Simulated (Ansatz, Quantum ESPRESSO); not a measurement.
**HgTe (Pm-3m): phonons by linear response**

Aim: the phonon dispersion of HgTe (Pm-3m), checked by a second program.

Main program and level: Quantum ESPRESSO 7.5; DFT LDA, scalar-relativistic, plane waves, JTH PAW pseudopotentials.

Report form: the programs' logs are mostly left out.

The structure was built from a prototype and need not be the compound's stable phase.

## (1) Starting point

Symmetry: Pm-3m, No. 221, cubic system. Conventional cell: a = 3.879 Å, b = 3.879 Å, c = 3.879 Å, α = 90.00°, β = 90.00°, γ = 90.00°. Nearest to Hg lie 8 Te at 3.36 Å. Te has 8 Hg at 3.36 Å nearest. Farther neighbours and most contacts between anions are not listed.

As a file:

```cif
data_structure
_symmetry_space_group_name_H-M 'P 1'
_symmetry_Int_Tables_number 1
_cell_length_a 3.8789
_cell_length_b 3.8789
_cell_length_c 3.8789
_cell_angle_alpha 90.000
_cell_angle_beta 90.000
_cell_angle_gamma 90.000
_cell_volume 58.36
loop_
_atom_site_label
_atom_site_type_symbol
_atom_site_fract_x
_atom_site_fract_y
_atom_site_fract_z
_atom_site_occupancy
Hg1 Hg 0.00000 0.00000 0.00000 1
Te2 Te 0.50000 0.50000 0.50000 1
```

## (2) A probe with smearing

Before anything dear is run, a loose run with smearing shows whether this is a metal and how far the cell is from rest.

File probe.in:

```
&control
   calculation = 'scf'
   prefix = 'x'
   outdir = './tmp'
   pseudo_dir = './pseudo'
   tprnfor = .true.
   tstress = .true.
   verbosity = 'high'
/
&system
   ibrav = 1
   celldm(1) = 7.33000197
   nat = 2
   ntyp = 2
   ecutwfc = 40.0
   ecutrho = 200.0
   occupations = 'smearing'
   smearing = 'gaussian'
   degauss = 0.01
/
&electrons
   conv_thr = 1.0d-07
   mixing_beta = 0.7
   electron_maxstep = 100
/
ATOMIC_SPECIES
 Hg    200.5920  Hg.upf
 Te    127.6000  Te.upf
ATOMIC_POSITIONS crystal
 Hg     0.000000000   0.000000000   0.000000000
 Te     0.500000000   0.500000000   0.500000000
K_POINTS automatic
 6 6 6 0 0 0
```

On the command line:

```console
> OMP_NUM_THREADS=1 mpirun -n 4 pw.x -nk 4 -in probe.in > probe.out
```

Wall time 3.6 s (4 MPI ranks of Arm Neoverse V2, shared host).

Numbers from this step:

* volume per atom: 29.18 Å³
* pressure: -6.718 GPa
* gap on the k-mesh: 0 eV

No gap opens on this mesh, so smearing is kept; the start stands at -6.7 GPa.

## (3) Relaxation

Frequencies change by per cents with a per cent of volume, so the structure is first brought to rest at this level of theory.

File relax.in:

```
&control
   calculation = 'vc-relax'
   prefix = 'x'
   outdir = './tmp'
   pseudo_dir = './pseudo'
   tprnfor = .true.
   tstress = .true.
   forc_conv_thr = 2.0d-05
   etot_conv_thr = 1.0d-07
   nstep = 40
/
&system
   ibrav = 1
   celldm(1) = 7.33000197
   nat = 2
   ntyp = 2
   ecutwfc = 40.0
   ecutrho = 200.0
   occupations = 'smearing'
   smearing = 'mv'
   degauss = 0.02
/
&electrons
   conv_thr = 1.0d-11
   mixing_beta = 0.7
   electron_maxstep = 100
/
&ions
/
&cell
   press_conv_thr = 0.2
/
ATOMIC_SPECIES
 Hg    200.5920  Hg.upf
 Te    127.6000  Te.upf
ATOMIC_POSITIONS crystal
 Hg     0.000000000   0.000000000   0.000000000
 Te     0.500000000   0.500000000   0.500000000
K_POINTS automatic
 8 8 8 0 0 0
```

On the command line:

```console
> OMP_NUM_THREADS=1 mpirun -n 4 pw.x -nk 4 -in relax.in > relax.out
```

Wall time 46 s (4 MPI ranks); 3.1 min of CPU time.

The steps of the relaxation:

```tsv
step	energy less that of the first step (eV)	largest force (eV/Å)	pressure (GPa)	volume (Å³)
1	0.0000	0.0000	-6.68	58.36
2	-0.0764	0.0000	-5.75	56.40
3	-0.1632	0.0000	-3.84	53.53
4	-0.2105	0.0000	0.53	49.42
5	-0.2112	0.0000	-0.09	49.89
6	-0.2112	0.0000	0.00	49.83
7	-0.2112	0.0000	0.00	49.83
8	-0.2076	0.0000	-0.01	49.83
```

```tsv
conventional cell, symmetrised	before	after	change
a (Å)	3.879	3.680	-5.1 %
b (Å)	3.879	3.680	-5.1 %
c (Å)	3.879	3.680	-5.1 %
volume (Å³/atom)	29.18	24.91	-14.6 %
```

Final coordinates:

```xyz
2
Lattice="3.6797 0.0000 0.0000 0.0000 3.6797 0.0000 0.0000 0.0000 3.6797" Properties=species:S:1:pos:R:3 pbc="T T T"
Hg    0.0000    0.0000    0.0000
Te    1.8399    1.8399    1.8399
```

The last row of the table of steps is pw.x's closing run on a basis chosen anew for the final cell, so its energy can jump.

Numbers from this step:

```
volume per atom : 24.91 Å³
pressure        : -0.01200 GPa
```

The volume changes by -14.6 % from the cell with which this run began.

## (4) Self-consistent run for the response

The response is built on this ground state, so it is converged far tighter than an energy would need. Smearing stays on, as the first look found no gap above 0.3 eV.

File scf.in:

```
&control
   calculation = 'scf'
   prefix = 'x'
   outdir = './tmp'
   pseudo_dir = './pseudo'
   tprnfor = .true.
   tstress = .true.
/
&system
   ibrav = 1
   celldm(1) = 6.95371284
   nat = 2
   ntyp = 2
   ecutwfc = 40.0
   ecutrho = 200.0
   occupations = 'smearing'
   smearing = 'mv'
   degauss = 0.02
/
&electrons
   conv_thr = 1.0d-12
   mixing_beta = 0.7
   electron_maxstep = 100
/
ATOMIC_SPECIES
 Hg    200.5920  Hg.upf
 Te    127.6000  Te.upf
ATOMIC_POSITIONS crystal
 Hg     0.000000000   0.000000000   0.000000000
 Te     0.500000000   0.500000000   0.500000000
K_POINTS automatic
 8 8 8 0 0 0
```

On the command line:

```console
> OMP_NUM_THREADS=1 mpirun -n 4 pw.x -nk 4 -in scf.in > scf.out
```

The job ended after 6.7 s (4 MPI ranks).

Numbers from this step:

* pressure: -0.01300 GPa

The cell stands at -0.013 GPa, close enough for phonons.

## (5) Linear response on the mesh

Linear response treats each wavevector in the unit cell, with no supercell; the 2×2×2 mesh fixes the range of the force constants to be had.

File ph.in:

```
phonons
&inputph
   prefix = 'x'
   outdir = './tmp'
   fildyn = 'x.dyn'
   tr2_ph = 1.0d-18
   alpha_mix(1) = 0.4
   nmix_ph = 8
   ldisp = .true.
   nq1 = 2
   nq2 = 2
   nq3 = 2
/
```

On the command line:

```console
> OMP_NUM_THREADS=1 mpirun -n 4 ph.x -nk 4 -in ph.in > ph.out
```

Run time: 4.2 min. Hardware: 4 MPI ranks.

Numbers from this step:

```yaml
largest_acoustic_frequency_at_the_zone_centre_before_the_sum_rule: -1 cm⁻¹
highest_optical_zone_centre_mode_no_lo_to_term: 66.67 cm⁻¹
lowest_optical_zone_centre_mode: 66.67 cm⁻¹
lowest_mode_on_the_q_mesh_acoustic_ones_at_the_zone_centre_apart: -83.3 cm⁻¹
```

Frequencies (cm⁻¹) at each irreducible wavevector; negative means imaginary. Frequencies by wavevector:

```tsv
q (fractions)	star	mode 1	mode 2	mode 3	mode 4	mode 5	mode 6
0 0 0	1	-1	-1	-1	66.67	66.67	66.67
0 0 -0.5	3	-58.78	-58.78	36.29	36.29	49.78	61.17
0 -0.5 -0.5	3	-83.3	22.64	22.64	35.16	94.37	94.37
-0.5 -0.5 -0.5	1	55.92	55.92	55.92	58.21	58.21	58.21
```

The acoustic modes at Γ come out as far as 1.0 cm⁻¹ from zero, where they should vanish, a small numerical error.

## (6) Fourier transform to real space

The dynamical matrices of the mesh are Fourier-transformed to force constants in real space.

File q2r.in:

```
&input
   fildyn = 'x.dyn'
   zasr = 'crystal'
   flfrc = 'x.fc'
/
```

On the command line:

```console
> q2r.x < q2r.in > q2r.out
```

It took 0.47 s on 1 thread.

## (7) Interpolated phonon bands

From the force constants any wavevector is cheap; points of the mesh come back as solved, but for the sum rule and, in polar crystals, the LO-TO term at Γ; the rest is interpolation.

File matdyn.in:

```
&input
   asr = 'crystal'
   flfrc = 'x.fc'
   flfrq = 'x.freq'
   flvec = 'x.modes'
   q_in_band_form = .true.
   q_in_cryst_coord = .true.
/
8
  0.0000000   0.0000000   0.0000000  12  ! GAMMA
  0.0000000   0.5000000   0.0000000  12  ! X
  0.5000000   0.5000000   0.0000000  12  ! M
  0.0000000   0.0000000   0.0000000  12  ! GAMMA
  0.5000000   0.5000000   0.5000000  12  ! R
  0.0000000   0.5000000   0.0000000   1  ! X
  0.5000000   0.5000000   0.5000000  12  ! R
  0.5000000   0.5000000   0.0000000   1  ! M
```

On the command line:

```console
> matdyn.x -in matdyn.in > matdyn.out
```

It took 0.47 s on 1 thread.

Read from the output:

```yaml
lowest_frequency_on_the_path: -83.30 cm⁻¹
```

Matdyn.x, sum rule crystal. The phonon branches at the labelled points (cm⁻¹):

```tsv
point	branch 1	branch 2	branch 3	branch 4	branch 5	branch 6
Γ	0	0	0	67	67	67
halfway	-35	-35	34	49	49	65
X	-59	-59	36	36	50	61
halfway	-72	-21	19	36	73	79
M	-83	23	23	35	94	94
halfway	-55	-28	37	41	56	72
Γ	0	0	0	67	67	67
halfway	-24	-24	-21	61	62	62
R	56	56	56	58	58	58
halfway	-41	-12	21	46	69	80
X	-59	-59	36	36	50	61
jump to R	56	56	56	58	58	58
halfway	-42	34	34	47	83	83
M	-83	23	23	35	94	94
```

Lowest modes at the softest wavevector of the mesh; phase exp(i q.(R + tau)). Modes at q = (0.500, 0.000, 0.500), with each element's share of the kinetic energy (negative means imaginary):

```tsv
mode	frequency (cm⁻¹)	Hg %	Te %
1	-83.3	0	100
2	22.6	71	29
3	22.6	71	29
4	35.2	100	0
5	94.4	29	71
6	94.4	29	71
```

Displacements in mode 1 (-83.3 cm⁻¹), the largest set to 1, in the home cell:
```
Hg1  0.00  0.00  0.00
Te2  0.00 -1.00  0.00
```

Displacements in mode 2 (22.6 cm⁻¹), the largest set to 1, in the home cell:
```
Hg1 0.00 0.00 1.00
Te2 0.81 0.00 0.00
```

Force constants by pair (phonopy on the run's constants); pairs near half the supercell's span include their periodic images. Pair force constants, by row:

```tsv
atom	neighbour	distance (Å)	third of the trace (eV/Å²)	along the pair's line (eV/Å²)
Hg1	itself	0	1.7	–
Hg1	Te	3.187	-0.1593	-0.7221
Hg1	Hg	3.68	-0.1546	-0.668
Hg1	Hg	5.204	0.0301	-0.0114
Hg1	Hg	6.374	-0.052	-0.052
Te2	itself	0	0.4455	–
Te2	Hg	3.187	-0.1593	-0.7221
Te2	Te	3.68	-0.2419	-1.751
Te2	Te	5.204	0.3289	0.6196
Te2	Te	6.374	0.568	0.568
```

Mode patterns, pair constants, displacements and means over the zone were worked out by phonopy from the force constants of q2r.x.

The path dips to 83i cm⁻¹.

## (8) Sums over the zone

Sums over the zone need many more wavevectors than were solved, so the interpolation is sampled on a dense mesh.

File matdyn.in:

```
&input
   asr = 'crystal'
   flfrc = 'x.fc'
   dos = .true.
   fldos = 'x.dos'
   nk1 = 12
   nk2 = 12
   nk3 = 12
   deltaE = 0.3
/
```

On the command line:

```console
> matdyn.x -in matdyn.in > matdyn.out
```

Wall time 2.4 s (1 thread).

Read from the output:

```yaml
share_of_modes_beyond_3i_cm_minus1_on_the_dense_interpolated_mesh: 0.2679
```

The phonon density of states has structure finer than the step of the table below, so its rows give means over 5 cm⁻¹, whole bins alone (the curve runs from -83.3 to 94 cm⁻¹). Peaks (cm⁻¹: height): total -29.3: 0.0389, 22.9: 0.0966, 37.3: 0.0908, 66.1: 0.122; Hg -28.4: 0.0135, 22.9: 0.0609, 37.3: 0.0798, 66.1: 0.0683; Te -53.6: 0.0286, 22.9: 0.0357, 66.1: 0.0538.

Tetrahedra. Table of phonon density of states by wavenumber; means over each step; values in 1/cm⁻¹/cell:

```tsv
wavenumber (cm⁻¹)	total	Hg	Te
-80	0.00495	3.5e-6	0.00494
-75	0.0101	3.2e-5	0.0100
-70	0.0138	1.2e-4	0.0137
-65	0.0180	3.1e-4	0.0177
-60	0.0254	7.9e-4	0.0246
-55	0.0288	0.00157	0.0272
-50	0.0273	0.00231	0.0250
-45	0.0270	0.00328	0.0237
-40	0.0290	0.00484	0.0242
-35	0.0301	0.00711	0.0230
-30	0.0369	0.0120	0.0249
-25	0.0287	0.0106	0.0181
-20	0.0164	0.00631	0.0101
-15	0.0109	0.00437	0.00651
-10	0.00804	0.00321	0.00483
-5	0.00719	0.00293	0.00427
0	0.00702	0.00299	0.00403
5	0.00725	0.00328	0.00396
10	0.00867	0.00428	0.00439
15	0.0206	0.0116	0.00897
20	0.0692	0.0436	0.0256
25	0.0704	0.0425	0.0280
30	0.0443	0.0232	0.0212
35	0.0532	0.0353	0.0178
40	0.0704	0.0628	0.00759
45	0.0604	0.0525	0.00790
50	0.0599	0.0480	0.0118
55	0.0486	0.0343	0.0143
60	0.0328	0.0208	0.0120
65	0.0734	0.0446	0.0289
70	0.0830	0.0449	0.0381
75	0.0667	0.0294	0.0374
80	0.0543	0.0204	0.0339
85	0.0311	0.0109	0.0202
90	0.0161	0.00519	0.0109
```

## (9) Zone-centre analysis

A rigid shift of the crystal must cost nothing, but grids and finite bases break this; the acoustic sum rule is imposed before the matrix is diagonalised again.

File dynmat.in:

```
&input
   fildyn = 'x.dyn1'
   asr = 'simple'
   fileig = 'dynmat.eig'
/
```

On the command line:

```console
> dynmat.x -in dynmat.in > dynmat.out
```

Elapsed: 0.47 s, on 1 thread.

Unit eigenvectors of the mass-weighted matrix after the sum rule; no LO-TO term. The modes at Γ (shares of kinetic energy by element, %):

```tsv
mode	frequency (cm⁻¹)	symmetry	Hg %	Te %
1	0.0	acoustic	61	39
2	0.0	acoustic	61	39
3	0.0	acoustic	61	39
4	66.7	T1u	39	61
5	66.7	T1u	39	61
6	66.7	T1u	39	61
```

Displacements in mode 4 (66.7 cm⁻¹), the largest set to 1:
```
Hg1  0.00 -0.64  0.00
Te2  0.00  1.00  0.00
```

The rule moves no optical mode by more than 0.1 cm⁻¹.

## (10) Sum rules set otherwise (asr no)

Without the rule the raw error of the acoustic modes shows.

File dynmat.in:

```
&input
   fildyn = 'x.dyn1'
   asr = 'no'
   fileig = 'dynmat.eig'
/
```

On the command line:

```console
> dynmat.x -in dynmat.in > dynmat.out
```

The job ended after 0.47 s (1 thread).

Zone-centre frequencies as printed; negative means imaginary. Modes:

```tsv
mode	frequency (cm⁻¹)
1	-1
2	-1
3	-1
4	66.67
5	66.67
6	66.67
```

Against the first rule no mode moves by more than 1.1 cm⁻¹.

## (11) Sum rules set otherwise (asr crystal)

The rule can be imposed in more than one way; the choices should agree where the raw error is small.

File dynmat.in:

```
&input
   fildyn = 'x.dyn1'
   asr = 'crystal'
   fileig = 'dynmat.eig'
/
```

On the command line:

```console
> dynmat.x -in dynmat.in > dynmat.out
```

Elapsed: 0.47 s, on 1 thread.

Read from the output:

```yaml
highest_optical_zone_centre_mode_no_lo_to_term: 66.66 cm⁻¹
lowest_optical_zone_centre_mode: 66.66 cm⁻¹
```

Zone-centre frequencies as printed; negative means imaginary. Modes:

```tsv
mode	frequency (cm⁻¹)
1	0
2	0
3	0
4	66.66
5	66.66
6	66.66
```

Against the first rule no mode moves by more than 0.1 cm⁻¹.

## (12) The dispersion under another sum rule (asr simple)

The sum rule corrects the force constants themselves, so it can shift branches at any wavevector, low ones most.

File matdyn.in:

```
&input
   asr = 'simple'
   flfrc = 'x.fc'
   flfrq = 'x.freq'
   flvec = 'x.modes'
   q_in_band_form = .true.
   q_in_cryst_coord = .true.
/
8
  0.0000000   0.0000000   0.0000000   8  ! GAMMA
  0.0000000   0.5000000   0.0000000   8  ! X
  0.5000000   0.5000000   0.0000000   8  ! M
  0.0000000   0.0000000   0.0000000   8  ! GAMMA
  0.5000000   0.5000000   0.5000000   8  ! R
  0.0000000   0.5000000   0.0000000   1  ! X
  0.5000000   0.5000000   0.5000000   8  ! R
  0.5000000   0.5000000   0.0000000   1  ! M
```

On the command line:

```console
> matdyn.x -in matdyn.in > matdyn.out
```

Run time: 0.47 s. Hardware: 1 thread.

At the labelled points the branches move by no more than 0.2 cm⁻¹.

## (13) A changed mass

Force constants don't depend on the masses, so an isotope effect costs no new response.

File matdyn.in:

```
&input
   asr = 'crystal'
   flfrc = 'x.fc'
   flfrq = 'x.freq'
   flvec = 'x.modes'
   q_in_band_form = .true.
   q_in_cryst_coord = .true.
   amass(1) = 200.592
   amass(2) = 255.2
/
8
  0.0000000   0.0000000   0.0000000   8  ! GAMMA
  0.0000000   0.5000000   0.0000000   8  ! X
  0.5000000   0.5000000   0.0000000   8  ! M
  0.0000000   0.0000000   0.0000000   8  ! GAMMA
  0.5000000   0.5000000   0.5000000   8  ! R
  0.0000000   0.5000000   0.0000000   1  ! X
  0.5000000   0.5000000   0.5000000   8  ! R
  0.5000000   0.5000000   0.0000000   1  ! M
```

On the command line:

```console
> matdyn.x -in matdyn.in > matdyn.out
```

The job ended after 0.47 s (1 thread).

Read from the output:

| Item | Value |
| --- | --- |
| lowest frequency on the path | -58.90 cm⁻¹ |

Matdyn.x, sum rule crystal. The phonon branches at the labelled points (cm⁻¹):

```tsv
point	branch 1	branch 2	branch 3	branch 4	branch 5	branch 6
Γ	0	0	0	56	56	56
halfway	-27	-27	27	45	45	58
X	-42	-42	35	36	36	61
halfway	-51	-16	17	36	64	66
M	-59	20	20	35	76	76
halfway	-40	-22	28	40	52	63
Γ	0	0	0	56	56	56
halfway	-19	-19	-16	55	56	56
R	41	41	41	56	56	56
halfway	-31	-8	18	46	64	65
X	-42	-42	35	36	36	61
jump to R	41	41	41	56	56	56
halfway	-30	29	29	47	68	68
M	-59	20	20	35	76	76
```

The top of the path falls from 94 to 76 cm⁻¹, a ratio of 0.81; a mode of that atom alone would give 0.71.

## (14) Cross-check with Ansatz

The same cell goes through another code, with its own cutoff. The potentials differ. Its k mesh is centred on Γ.

This step: DFT LDA, scalar-relativistic, plane waves, PseudoDojo norm-conserving pseudopotentials (Ansatz 0.2.0).

File input.yaml:

```yaml
crystal:
  lattice:
    - [3.6797463646, 0.0, 0.0]
    - [0.0, 3.6797463646, 0.0]
    - [0.0, 0.0, 3.6797463646]
  atoms:
    - { symbol: Hg, position: [0.0, 0.0, 0.0] }
    - { symbol: Te, position: [0.5, 0.5, 0.5] }
kpoints:
  mp_grid: { grid: [8, 8, 8] }
hamiltonian:
  xc: lda
  pseudopotentials: { kind: nc, accuracy: standard }
scf:
  occupations: { method: cold, width: 0.27211 }
output:
  eigenvalues: true
phonons:
  method: dfpt
  qmesh: [2, 2, 2]
  temperatures: { t_max: 1000, t_step: 50 }
  qpath:
    path:
      - [[0.0, 0.0, 0.0], [0.0, 0.5, 0.0], [0.5, 0.5, 0.0], [0.0, 0.0, 0.0], [0.5, 0.5, 0.5], [0.0, 0.5, 0.0]]
      - [[0.5, 0.5, 0.5], [0.5, 0.5, 0.0]]
    npoints: 12
```

On the command line:

```console
> ansatz run input.yaml --threads 4 --pin off --max-ram 8192MiB --backend cpu --events-out ev --progress --plain --runs-dir out
```

Run time: 90 s. Hardware: 4 threads; peak memory 1.5 GiB; 5.9 min of CPU time.

Read from the output:

```yaml
sum_rule_residual_before_enforcement: 1.97e-4 eV/Å²
lowest_frequency_on_the_path: -84.12 cm⁻¹
share_of_modes_beyond_3i_cm_minus1_on_the_dense_interpolated_mesh: 0.2712
highest_optical_zone_centre_mode_no_lo_to_term: 65.1 cm⁻¹
lowest_optical_zone_centre_mode: 65.1 cm⁻¹
lowest_mode_on_the_q_mesh_acoustic_ones_at_the_zone_centre_apart: -84.12 cm⁻¹
```

## (15) Side by side: QE JTH and Ansatz, PseudoDojo

Worked out from the results:

| Property | Result |
| --- | --- |
| root-mean-square difference | 1.51 cm⁻¹ |
| largest difference | 3.32 cm⁻¹ |
| root-mean-square difference on the path | 1.6 cm⁻¹ |
| largest difference on the path | 14.9 cm⁻¹ |

The 12 of 21 modes that differ most. Frequencies side by side:

```tsv
q (reciprocal lattice)	mode	QE JTH (cm⁻¹)	Ansatz, PseudoDojo (cm⁻¹)
0 0 0	4	66.67	65.1
0 0 0	5	66.67	65.1
0 0 0	6	66.67	65.1
0 0 -0.5	5	49.78	46.46
0 -0.5 -0.5	5	94.37	92.78
0 -0.5 -0.5	6	94.37	92.78
-0.5 -0.5 -0.5	1	55.92	54.79
-0.5 -0.5 -0.5	2	55.92	54.79
-0.5 -0.5 -0.5	3	55.92	54.79
-0.5 -0.5 -0.5	4	58.21	55.87
-0.5 -0.5 -0.5	5	58.21	55.87
-0.5 -0.5 -0.5	6	58.21	55.87
```

At the solved wavevectors the largest difference (acoustic modes at Γ apart) is 4 % of the highest mode (on the interpolated path 16 %), but 7 % of the mode at 50 cm⁻¹ on which it sits.

## (16) Results

```
space group after relaxation                                       : Pm-3m
volume per atom                                                    : 24.9 Å³
highest optical zone-centre mode (no LO-TO term)                   : 66.7 cm⁻¹
q mesh                                                             : 2×2×2
lowest mode on the q mesh (acoustic ones at the zone centre apart) : -83.3 cm⁻¹
imaginary modes on the q mesh                                      : yes
largest difference from Ansatz, PseudoDojo                         : 3.32 cm⁻¹
```

What this shows: HgTe (Pm-3m) is unstable: a mode solved on the 2×2×2 mesh is imaginary, 83i cm⁻¹; its spectrum reaches 94 cm⁻¹. At the LDA level the optical modes of HgTe (Pm-3m) at the zone centre lie at 67 cm⁻¹. The most unstable solved mode lies at q = (0, -0.5, -0.5), on the zone boundary, so the distortion that it points to doubles the cell. QE JTH and Ansatz, PseudoDojo differ by 1.5 cm⁻¹ in the root mean square and by 3.3 cm⁻¹ at most, 3.5 % of the highest mode compared (acoustic modes at Γ left out; ph.x's values are those before the sum rule); the two use different potentials, and the cell was not relaxed for the second set. Their interpolated bands part by up to 15 cm⁻¹. These are harmonic frequencies at zero temperature: anharmonic shifts and linewidths and thermal expansion are left out. Spin-orbit coupling is left out, which can matter for the heavy elements here. In a metal the frequencies hang on the k mesh and the smearing, most of all near Kohn anomalies. The q mesh stands for a supercell only 7.4 Å across, so branches between the solved wavevectors are rough. The structure is a hypothetical one, built on a prototype.

[Host names and launcher messages were left out of these logs when they were recorded.]

[Logs are printed without paths, hosts, clocks, repeated set-up lines and the standing remarks that a program may print on its own settings, such as how far it seeks lower states.]

[Hosts, paths, dates, database ids (printed as entryN), source tags and the programs' standing remarks are cut or masked in the printed files.]
